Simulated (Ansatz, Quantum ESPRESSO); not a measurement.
# Work-function anisotropy of K, part 6 of 7

Wanted: work functions of K face by face, under two functionals.

Quantum ESPRESSO 7.5; plane-wave DFT, PBE, GBRV ultrasoft pseudopotentials; geometry and cross-check by Ansatz 0.2.0 with PAW datasets.

So far. Step 11 (Potential by pp.x of (100)): On (100) the work function under LDA lies +0.13 eV from PBE's. Step 12 (Geometry from Ansatz of (111)):  Held were the atoms numbered 3, 4, 5, 6 and 7; the forces quoted are those on the free ones.

## Step 13: Self-consistent run of (111), PBE

Level of this step: plane-wave DFT, PBE, GBRV ultrasoft pseudopotentials (Quantum ESPRESSO 7.5).

File 111.pbe.in:

```
&control
  prefix = '111.pbe'
  outdir = './out'
  pseudo_dir = './pseudo'
  calculation = 'scf'
  tprnfor = .true.
/
&system
  ibrav = 0
  nat = 9
  ntyp = 1
  ecutwfc = 40
  ecutrho = 200
  occupations = 'smearing'
  smearing = 'mv'
  degauss = 0.02
/
&electrons
  conv_thr = 1e-07
  mixing_beta = 0.4
  electron_maxstep = 120
  mixing_mode = 'local-TF'
/
ATOMIC_SPECIES
  K   39.0983  k_pbe_v1.4.uspp.F.UPF
CELL_PARAMETERS angstrom
  7.39633693121834 0.00000000000000 0.00000000000000
  3.69816846560917 6.40541567738412 0.00000000000000
  0.00000000000000 0.00000000000000 28.07816763140000
ATOMIC_POSITIONS crystal
  K   0.333333333333 0.333333333333 0.288881700940
  K   0.666666666667 0.666666666667 0.341350895721
  K   0.000000000000 0.000000000000 0.392459438700
  K   0.333333333333 0.333333333333 0.446229719300
  K   0.666666666667 0.666666666667 0.500000000000
  K   0.000000000000 0.000000000000 0.553770280700
  K   0.333333333333 0.333333333333 0.607540561300
  K   0.666666666667 0.666666666667 0.658649272755
  K   -0.000000000000 0.000000000000 0.711118465112
K_POINTS automatic
  6 6 1 0 0 0
```

Run with:

```console
OMP_NUM_THREADS=1 mpirun -n 4 pw.x -nk 2 -in 111.pbe.in > 111.pbe.out
```

What it wrote:

```text
[banner, memory and clock lines left out]
Program PWSCF v.7.5 starts

          URL

     Message from routine setup:
     using ibrav=0 with symmetry is DISCOURAGED, use correct ibrav instead

     bravais-lattice index     =            0
     lattice parameter (alat)  =      13.9771  a.u.
     unit-cell volume          =    8976.9616 (a.u.)^3
     number of atoms/cell      =            9
     number of atomic types    =            1
     number of electrons       =        81.00
     number of Kohn-Sham states=           49
     kinetic-energy cutoff     =      40.0000  Ry
     charge density cutoff     =     200.0000  Ry
     scf convergence threshold =      1.0E-07
     mixing beta               =       0.4000
     number of iterations used =            8  local-TF  mixing
     Exchange-correlation=  SLA  PW   PBX  PBC
                           (   1   4   3   4   0   0   0)

     celldm(1)=  13.977051  celldm(2)=   0.000000  celldm(3)=   0.000000
     celldm(4)=   0.000000  celldm(5)=   0.000000  celldm(6)=   0.000000

     crystal axes: (cart. coord. in units of alat)
               a(1) = (   1.000000   0.000000   0.000000 )
               a(2) = (   0.500000   0.866025   0.000000 )
               a(3) = (   0.000000   0.000000   3.796226 )

     reciprocal axes: (cart. coord. in units 2 pi/alat)
               b(1) = (  1.000000 -0.577350  0.000000 )
               b(2) = (  0.000000  1.154701  0.000000 )
               b(3) = (  0.000000  0.000000  0.263420 )

     PseudoPot. # 1 for K  read from file:
     ./pseudo/k_pbe_v1.4.uspp.F.UPF
     Pseudo is Ultrasoft + core correction, Zval =  9.0
     Generated by new atomic code, or converted to UPF format
     Using radial grid of  841 points,  6 beta functions with:
                l(1) =   0
                l(2) =   0
                l(3) =   1
                l(4) =   1
                l(5) =   2
                l(6) =   2
     Q(r) pseudized with  6 coefficients,  rinner =    1.500   1.500   1.500
                                                       1.500   1.500

     atomic species   valence    mass     pseudopotential
     K                 9.00    39.09830     K ( 1.00)

     12 Sym. Ops., with inversion, found ( 6 have fractional translation)

   Cartesian axes

     site n.     atom                  positions (alat units)
         1        K      tau(   1) = (   0.5000000   0.2886751   1.0966603  )
         2        K      tau(   2) = (   1.0000000   0.5773503   1.2958452  )
         3        K      tau(   3) = (   0.0000000   0.0000000   1.4898648  )
         4        K      tau(   4) = (   0.5000000   0.2886751   1.6939889  )
         5        K      tau(   5) = (   1.0000000   0.5773503   1.8981131  )
         6        K      tau(   6) = (   0.0000000   0.0000000   2.1022372  )
         7        K      tau(   7) = (   0.5000000   0.2886751   2.3063614  )
         8        K      tau(   8) = (   1.0000000   0.5773503   2.5003816  )
         9        K      tau(   9) = (   0.0000000   0.0000000   2.6995665  )

     number of k points=     7  Marzari-Vanderbilt smearing, width (Ry)=  0.0200
                       cart. coord. in units 2pi/alat
        k(    1) = (   0.0000000   0.0000000   0.0000000), wk =   0.0555556
        k(    2) = (   0.0000000   0.1924501   0.0000000), wk =   0.3333333
        k(    3) = (   0.0000000   0.3849002   0.0000000), wk =   0.3333333
        k(    4) = (   0.0000000  -0.5773503   0.0000000), wk =   0.1666667
        k(    5) = (   0.1666667   0.2886751   0.0000000), wk =   0.3333333
        k(    6) = (   0.1666667  -0.6735753   0.0000000), wk =   0.6666667
        k(    7) = (   0.3333333  -0.5773503   0.0000000), wk =   0.1111111

     Dense  grid:   428975 G-vectors     FFT dimensions: (  72,  72, 240)

     Smooth grid:   306861 G-vectors     FFT dimensions: (  60,  60, 216)

     Initial potential from superposition of free atoms

     starting charge      76.4692, renormalised to      81.0000

     negative rho (up, down):  4.462E-04 0.000E+00
     Starting wfcs are   72 randomized atomic wfcs

     per-process dynamical memory:   220.2 Mb

     Self-consistent Calculation

     iteration #  1     ecut=    40.00 Ry     beta= 0.40
     Davidson diagonalization with overlap
     ethr =  1.00E-02,  avg # of iterations =  5.0

     negative rho (up, down):  1.146E-02 0.000E+00

     total energy              =    -513.30199869 Ry
     estimated scf accuracy    <       1.75148332 Ry

     iteration #  2     ecut=    40.00 Ry     beta= 0.40
     Davidson diagonalization with overlap
     ethr =  2.16E-03,  avg # of iterations =  1.6

     negative rho (up, down):  9.776E-02 0.000E+00

     total energy              =    -512.41096790 Ry
     estimated scf accuracy    <       1.21394529 Ry

     iteration #  3     ecut=    40.00 Ry     beta= 0.40
     Davidson diagonalization with overlap
     ethr =  1.50E-03,  avg # of iterations =  2.0

     negative rho (up, down):  1.149E-01 0.000E+00

     total energy              =    -513.24383883 Ry
     estimated scf accuracy    <       0.39413914 Ry

     iteration #  4     ecut=    40.00 Ry     beta= 0.40
     Davidson diagonalization with overlap
     ethr =  4.87E-04,  avg # of iterations =  6.3

     negative rho (up, down):  1.089E-01 0.000E+00

     total energy              =    -512.78064894 Ry
     estimated scf accuracy    <       1.03204513 Ry

     iteration #  5     ecut=    40.00 Ry     beta= 0.40
     Davidson diagonalization with overlap
     ethr =  4.87E-04,  avg # of iterations =  2.0

     negative rho (up, down):  1.164E-01 0.000E+00

     total energy              =    -512.79669018 Ry
     estimated scf accuracy    <       0.13421569 Ry

     iteration #  6     ecut=    40.00 Ry     beta= 0.40
     Davidson diagonalization with overlap
     ethr =  1.66E-04,  avg # of iterations =  7.4

     negative rho (up, down):  1.204E-01 0.000E+00

     total energy              =    -512.83148727 Ry
     estimated scf accuracy    <       0.23545726 Ry

     iteration #  7     ecut=    40.00 Ry     beta= 0.40
     Davidson diagonalization with overlap
     ethr =  1.66E-04,  avg # of iterations =  2.6

     negative rho (up, down):  1.176E-01 0.000E+00

     total energy              =    -512.83980366 Ry
     estimated scf accuracy    <       0.05646557 Ry

     iteration #  8     ecut=    40.00 Ry     beta= 0.40
     Davidson diagonalization with overlap
     ethr =  6.97E-05,  avg # of iterations =  7.7

     negative rho (up, down):  1.236E-01 0.000E+00

     total energy              =    -512.83060665 Ry
[...]
estimated scf accuracy    <       0.00014966 Ry

     iteration # 21     ecut=    40.00 Ry     beta= 0.40
     Davidson diagonalization with overlap
     ethr =  1.85E-07,  avg # of iterations =  5.7

     negative rho (up, down):  1.184E-05 0.000E+00

     total energy              =    -512.83395291 Ry
     estimated scf accuracy    <       0.00039998 Ry

     iteration # 22     ecut=    40.00 Ry     beta= 0.40
     Davidson diagonalization with overlap
     ethr =  1.85E-07,  avg # of iterations =  3.3

     negative rho (up, down):  4.918E-06 0.000E+00

     total energy              =    -512.83402412 Ry
     estimated scf accuracy    <       0.00003853 Ry

     iteration # 23     ecut=    40.00 Ry     beta= 0.40
     Davidson diagonalization with overlap
     ethr =  4.76E-08,  avg # of iterations =  4.0

     negative rho (up, down):  3.263E-07 0.000E+00

     total energy              =    -512.83403652 Ry
     estimated scf accuracy    <       0.00003537 Ry

     iteration # 24     ecut=    40.00 Ry     beta= 0.40
     Davidson diagonalization with overlap
     ethr =  4.37E-08,  avg # of iterations =  2.0

     negative rho (up, down):  7.947E-08 0.000E+00

     total energy              =    -512.83403136 Ry
     estimated scf accuracy    <       0.00003811 Ry

     iteration # 25     ecut=    40.00 Ry     beta= 0.40
     Davidson diagonalization with overlap
     ethr =  4.37E-08,  avg # of iterations =  2.0

     negative rho (up, down):  1.283E-07 0.000E+00

     total energy              =    -512.83402295 Ry
     estimated scf accuracy    <       0.00001921 Ry

     iteration # 26     ecut=    40.00 Ry     beta= 0.40
     Davidson diagonalization with overlap
     ethr =  2.37E-08,  avg # of iterations =  4.0

     negative rho (up, down):  4.259E-06 0.000E+00

     total energy              =    -512.83403273 Ry
     estimated scf accuracy    <       0.00000242 Ry

     iteration # 27     ecut=    40.00 Ry     beta= 0.40
     Davidson diagonalization with overlap
     ethr =  2.99E-09,  avg # of iterations =  7.6

     negative rho (up, down):  1.230E-05 0.000E+00

     total energy              =    -512.83403537 Ry
     estimated scf accuracy    <       0.00000110 Ry

     iteration # 28     ecut=    40.00 Ry     beta= 0.40
     Davidson diagonalization with overlap
     ethr =  1.35E-09,  avg # of iterations =  5.0

     negative rho (up, down):  3.736E-05 0.000E+00

     total energy              =    -512.83403597 Ry
     estimated scf accuracy    <       0.00000108 Ry

     iteration # 29     ecut=    40.00 Ry     beta= 0.40
     Davidson diagonalization with overlap
     ethr =  1.33E-09,  avg # of iterations =  5.0

     negative rho (up, down):  5.961E-05 0.000E+00

     End of self-consistent calculation

          k = 0.0000 0.0000 0.0000 ( 38345 PWs)   bands (ev):

   -32.7256 -32.7255 -32.4090 -32.4089 -32.3138 -32.3137 -32.2856 -32.2698
   -32.2698 -16.2023 -16.2021 -16.1910 -16.1910 -16.1909 -16.1909 -15.9000
   -15.8972 -15.8804 -15.8804 -15.8802 -15.8802 -15.7923 -15.7923 -15.7912
   -15.7909 -15.7905 -15.7905 -15.7729 -15.7729 -15.7633 -15.7449 -15.7449
   -15.7415 -15.7361 -15.7287 -15.7287  -2.2188  -1.7594  -1.0415  -0.2314
     0.5401   1.0908   1.0916   1.1162   1.1163   1.2057   1.2993   1.3012
     1.3770

          k = 0.0000 0.1925 0.0000 ( 38291 PWs)   bands (ev):

   -32.7256 -32.7255 -32.4090 -32.4089 -32.3138 -32.3137 -32.2855 -32.2699
   -32.2698 -16.2023 -16.2021 -16.1910 -16.1910 -16.1909 -16.1909 -15.9002
   -15.8971 -15.8806 -15.8805 -15.8803 -15.8801 -15.7942 -15.7940 -15.7931
   -15.7907 -15.7903 -15.7878 -15.7719 -15.7712 -15.7645 -15.7437 -15.7435
   -15.7406 -15.7356 -15.7310 -15.7284  -2.1023  -1.6470  -0.9371  -0.1385
     0.3522   0.6251   0.6987   0.8254   0.8803   1.0805   1.1639   1.2938
     1.3898

          k = 0.0000 0.3849 0.0000 ( 38336 PWs)   bands (ev):

   -32.7256 -32.7255 -32.4090 -32.4089 -32.3138 -32.3137 -32.2854 -32.2700
   -32.2699 -16.2024 -16.2023 -16.1912 -16.1911 -16.1911 -16.1910 -15.9006
   -15.8974 -15.8811 -15.8810 -15.8801 -15.8799 -15.7967 -15.7962 -15.7930
   -15.7909 -15.7902 -15.7873 -15.7703 -15.7686 -15.7654 -15.7430 -15.7416
   -15.7409 -15.7354 -15.7327 -15.7285  -1.7598  -1.3166  -0.6328  -0.4888
    -0.0786   0.1283   0.5400   0.5600   0.6616   0.8830   0.9302   1.0200
     1.2159

          k = 0.0000-0.5774 0.0000 ( 38398 PWs)   bands (ev):

   -32.7256 -32.7255 -32.4090 -32.4089 -32.3137 -32.3137 -32.2853 -32.2701
   -32.2699 -16.2025 -16.2024 -16.1913 -16.1912 -16.1911 -16.1910 -15.9009
   -15.8976 -15.8814 -15.8812 -15.8800 -15.8799 -15.7979 -15.7965 -15.7928
   -15.7904 -15.7902 -15.7887 -15.7696 -15.7685 -15.7638 -15.7468 -15.7405
   -15.7390 -15.7362 -15.7317 -15.7287  -1.2203  -1.2063  -0.7943  -0.7754
    -0.1443  -0.1131   0.4197   0.5910   0.6080   0.6773   0.8801   0.9138
     1.3442

          k = 0.1667 0.2887 0.0000 ( 38334 PWs)   bands (ev):

   -32.7256 -32.7255 -32.4090 -32.4089 -32.3138 -32.3137 -32.2854 -32.2700
   -32.2699 -16.2023 -16.2022 -16.1913 -16.1912 -16.1910 -16.1909 -15.9005
   -15.8973 -15.8813 -15.8812 -15.8798 -15.8796 -15.7970 -15.7953 -15.7927
   -15.7915 -15.7899 -15.7867 -15.7723 -15.7678 -15.7655 -15.7443 -15.7409
   -15.7401 -15.7353 -15.7322 -15.7292  -1.8729  -1.4254  -0.7317  -0.0264
    -0.0202   0.0693   0.3700   0.3886   0.7980   0.9520   0.9920   1.3907
     1.4459

          k = 0.1667-0.6736 0.0000 ( 38367 PWs)   bands (ev):

   -32.7256 -32.7255 -32.4090 -32.4089 -32.3137 -32.3137 -32.2853 -32.2700
   -32.2699 -16.2024 -16.2023 -16.1915 -16.1914 -16.1909 -16.1908 -15.9009
   -15.8975 -15.8821 -15.8820 -15.8792 -15.8790 -15.7983 -15.7956 -15.7936
   -15.7926 -15.7892 -15.7865 -15.7712 -15.7676 -15.7652 -15.7451 -15.7415
   -15.7372 -15.7361 -15.7317 -15.7298  -1.4284  -1.0003  -0.7883  -0.4209
    -0.2896  -0.1961   0.1614   0.2745   0.4673   0.8175   0.9674   1.1323
     1.3152

          k = 0.3333-0.5774 0.0000 ( 38388 PWs)   bands (ev):

   -32.7256 -32.7255 -32.4090 -32.4089 -32.3137 -32.3137 -32.2853 -32.2700
   -32.2700 -16.2024 -16.2024 -16.1917 -16.1916 -16.1909 -16.1908 -15.9010
   -15.8975 -15.8827 -15.8826 -15.8785 -15.8784 -15.7967 -15.7956 -15.7955
   -15.7952 -15.7866 -15.7865 -15.7700 -15.7700 -15.7660 -15.7436 -15.7392
   -15.7392 -15.7353 -15.7310 -15.7310  -0.9109  -0.8982  -0.8982  -0.4907
    -0.4715  -0.4715   0.1628   0.1802   0.1802   0.8775   0.8776   0.9094
     1.5378

     the Fermi energy is    -0.1480 ev

!    total energy              =    -512.83403632 Ry
     estimated scf accuracy    <       0.00000009 Ry
     smearing contrib. (-TS)   =      -0.00333754 Ry
     internal energy E=F+TS    =    -512.83069878 Ry

     The total energy is F=E-TS. E is the sum of the following terms:
     one-electron contribution =   -1525.96098333 Ry
     hartree contribution      =     760.12343196 Ry
     xc contribution           =     -80.63000254 Ry
     ewald contribution        =     333.63685513 Ry

     convergence has been achieved in  29 iterations

     negative rho (up, down):  5.961E-05 0.000E+00

     Forces acting on atoms (cartesian axes, Ry/au):

     atom    1 type  1   force =     0.00000000    0.00000000    0.00018553
     atom    2 type  1   force =    -0.00000000   -0.00000000   -0.00021298
     atom    3 type  1   force =     0.00000000    0.00000000   -0.00197385
     atom    4 type  1   force =     0.00000000    0.00000000    0.00048002
     atom    5 type  1   force =     0.00000000    0.00000000    0.00000000
     atom    6 type  1   force =     0.00000000    0.00000000   -0.00048002
     atom    7 type  1   force =     0.00000000   -0.00000000    0.00197385
     atom    8 type  1   force =     0.00000000    0.00000000    0.00021298
     atom    9 type  1   force =    -0.00000000   -0.00000000   -0.00018553

     Total force =     0.002900     Total SCF correction =     0.000170

     XML data file, charge density, pseudopotentials, collected wavefunctions

                                        0.00s GPU  (     712 calls)
```

Wall time 5 min (4 MPI ranks of Arm Neoverse V2, shared host); peak memory 2.2 GiB; 20 min of CPU time.

This step gave:

```
free energy  : -6977.4625 eV
Fermi energy : -0.148 eV
```

## Step 14: Electrostatic potential of (111)

File 111.pbe.pot.in:

```
&inputpp
  prefix = '111.pbe'
  outdir = './out'
  filplot = '111.pbe.pot.dat'
  plot_num = 11
/
```

Run with:

```console
OMP_NUM_THREADS=1 mpirun -n 4 pp.x -in 111.pbe.pot.in > 111.pbe.pot.out
```

What it wrote:

```text
[banner, memory and clock lines left out]
Program POST-PROC v.7.5 starts

          URL

     ./out/111.pbe.save/

     IMPORTANT: XC functional enforced from input :
     Exchange-correlation= PBE
                           (   1   4   3   4   0   0   0)
     Any further DFT definition will be discarded
     Please, verify this is what you really want

     negative rho (up, down):  5.961E-05 0.000E+00

     Calling punch_plot, plot_num =  11
     Writing data to file  111.pbe.pot.dat
     Message from routine chdens:
     namelist plot not found or invalid, exiting
```

Run time: 1.8 s. Hardware: 4 MPI ranks; peak memory 0.38 GiB; 6.7 s of CPU time.

This step gave:

```
work function of the upper face                                       : 2.176 eV
slope of the potential above                                          : 0.001747 eV/Å
upper vacuum line continued to the top atoms, over the Fermi level    : 2.167 eV
work function of the lower face                                       : 2.176 eV
slope of the potential below                                          : -0.001279 eV/Å
lower vacuum line continued to the bottom atoms, over the Fermi level : 2.169 eV
```

The potential energy, planar mean oscillates, so the rows of the table below give means over windows of 1.52 Å about each position, cut where the curve ends. Its maxima inside the range that stand out by 2 % of the span (Å: eV): 8.9: -0.368, 10.3: -0.373, 11.8: -0.198, 13.3: -0.170, 14.7: -0.170, 16.3: -0.198, 17.8: -0.373, 19.2: -0.368. Its minima: 8.2: -2.26, 9.6: -2.42, 11.0: -2.36, 12.5: -2.34, 14.0: -2.31, 15.6: -2.34, 17.1: -2.36, 18.5: -2.42, 19.9: -2.26.

Electrostatic potential energy of an electron; zero at the Fermi level. Table of potential energy, planar mean by z; means over each step:

| z (Å) | potential energy, planar mean (eV) |
| --- | --- |
| 0.76 | 2.18 |
| 2.28 | 2.18 |
| 3.80 | 2.17 |
| 5.32 | 2.10 |
| 6.84 | 1.41 |
| 8.36 | -1.23 |
| 9.88 | -1.39 |
| 11.40 | -1.27 |
| 12.92 | -1.23 |
| 14.44 | -1.22 |
| 15.96 | -1.25 |
| 17.48 | -1.39 |
| 19.00 | -1.39 |
| 20.52 | -0.229 |
| 22.04 | 1.96 |
| 23.56 | 2.16 |
| 25.08 | 2.18 |
| 26.60 | 2.18 |

(Part 6 of 7 ends here.)

[Logs are printed without paths, hosts, clocks, repeated set-up lines and the standing remarks that a program may print on its own settings, such as how far it seeks lower states.]

[Hosts, paths, dates, database ids (printed as entryN), source tags and the programs' standing remarks are cut or masked in the printed files.]

[Maps of the electrostatic potential energy from Ansatz leave out the sawtooth potential of an applied field or a dipole correction, so their vacuum need not be flat; planar profiles and work functions include it.]
